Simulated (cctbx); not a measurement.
# Interatomic vectors of EuFeCu

Space group Pnma (no. 62), a = 6.9650 Å, b = 4.5450 Å, c = 7.5080 Å, α = 90.00°, β = 90.00°, γ = 90.00°, content Eu4 Cu4 Fe4.

The data are simulated with cctbx, not measured: synchrotron X-rays, λ = 0.7749 Å, to d = 0.7 Å, 95 % of the full sphere, strongest reflection 5000 counts, noise from counting, a 2 % proportional error and a noise floor of 8 counts (s.d.); no absorption, some extinction.

Patterson synthesis, origin scaled to 1000:

```text
Patterson group P m m m
      u       v       w   height  length (A)
  0.000   0.000   0.000   1000.0     0.00
  0.500   0.500   0.500    935.3     5.60
  0.500   0.000   0.108    383.7     3.58
  0.000   0.500   0.392    376.6     3.72
  0.307   0.500   0.106    278.0     3.22
  0.194   0.500   0.211    272.8     3.08
  0.194   0.000   0.394    269.8     3.26
  0.305   0.000   0.288    267.9     3.03
  0.106   0.500   0.500    107.8     4.45
  0.392   0.000   0.000     99.3     2.73
  0.000   0.500   0.175     80.1     2.62
  0.500   0.000   0.323     74.5     4.24
  0.070   0.164   0.064     17.1     1.01
  0.500   0.277   0.500     15.7     5.27
```

**Question.** Which atom pairs make the peaks, and where is the heaviest atom?

A peak at u stands for all pairs with xi − xj = u, with weight Σ ZiZj against Σ Z² = 21944 at the origin. Peak heights follow these weights only roughly, since form factors, motion and series ripples differ, all vectors within 0.55 Å of a peak are counted as merged into it though the farther ones add only part of their weight, and F(000) is left out, which lowers the whole map:

| u | v | w | shortest length (Å) | height | 1000 ΣZiZj/ΣZ² | pairs in the cell |
| --- | --- | --- | --- | --- | --- | --- |
| 0.500 | 0.500 | 0.500 | 5.60 | 935 | 998 | 4 × Eu–Eu, 8 × Cu–Fe |
| 0.500 | 0.000 | 0.108 | 3.58 | 384 | 362 | 2 × Eu–Eu |
| 0.000 | 0.500 | 0.392 | 3.72 | 377 | 362 | 2 × Eu–Eu |
| 0.307 | 0.500 | 0.106 | 3.22 | 278 | 316 | 2 × Eu–Cu, 2 × Eu–Fe |
| 0.194 | 0.500 | 0.211 | 3.08 | 273 | 316 | 2 × Eu–Cu, 2 × Eu–Fe |
| 0.194 | 0.000 | 0.394 | 3.25 | 270 | 316 | 2 × Eu–Cu, 2 × Eu–Fe |
| 0.305 | 0.000 | 0.288 | 3.03 | 268 | 316 | 2 × Eu–Cu, 2 × Eu–Fe |
| 0.106 | 0.500 | 0.500 | 4.45 | 108 | 138 | 2 × Cu–Cu, 2 × Fe–Fe |
| 0.392 | 0.000 | 0.000 | 2.73 | 99 | 137 | 4 × Cu–Fe |
| 0.000 | 0.500 | 0.175 | 2.62 | 80 | 137 | 4 × Cu–Fe |

The table stops at ten peaks or at a height of 45, below which ripples compete. In the model behind the data Eu, the heaviest element, has 1 independent site: (0.4970, 3/4, 0.1964), up to an allowed shift of origin; the Eu–Eu vectors are differences of these positions and their symmetry mates. The whole model:

```
atom  mult.       x    y       z  Ueq (Å²)
 Eu1      4  0.4970  3/4  0.1964    0.0079
 Cu1      4  0.2019  3/4  0.8996    0.0084
 Fe1      4  0.8133  3/4  0.9202    0.0093
```

The model is made up (kin elements in a known structure type, no relaxation), so it says nothing on whether the phase exists.

[Logs are printed without paths, hosts, clocks, repeated set-up lines and the standing remarks that a program may print on its own settings, such as how far it seeks lower states.]
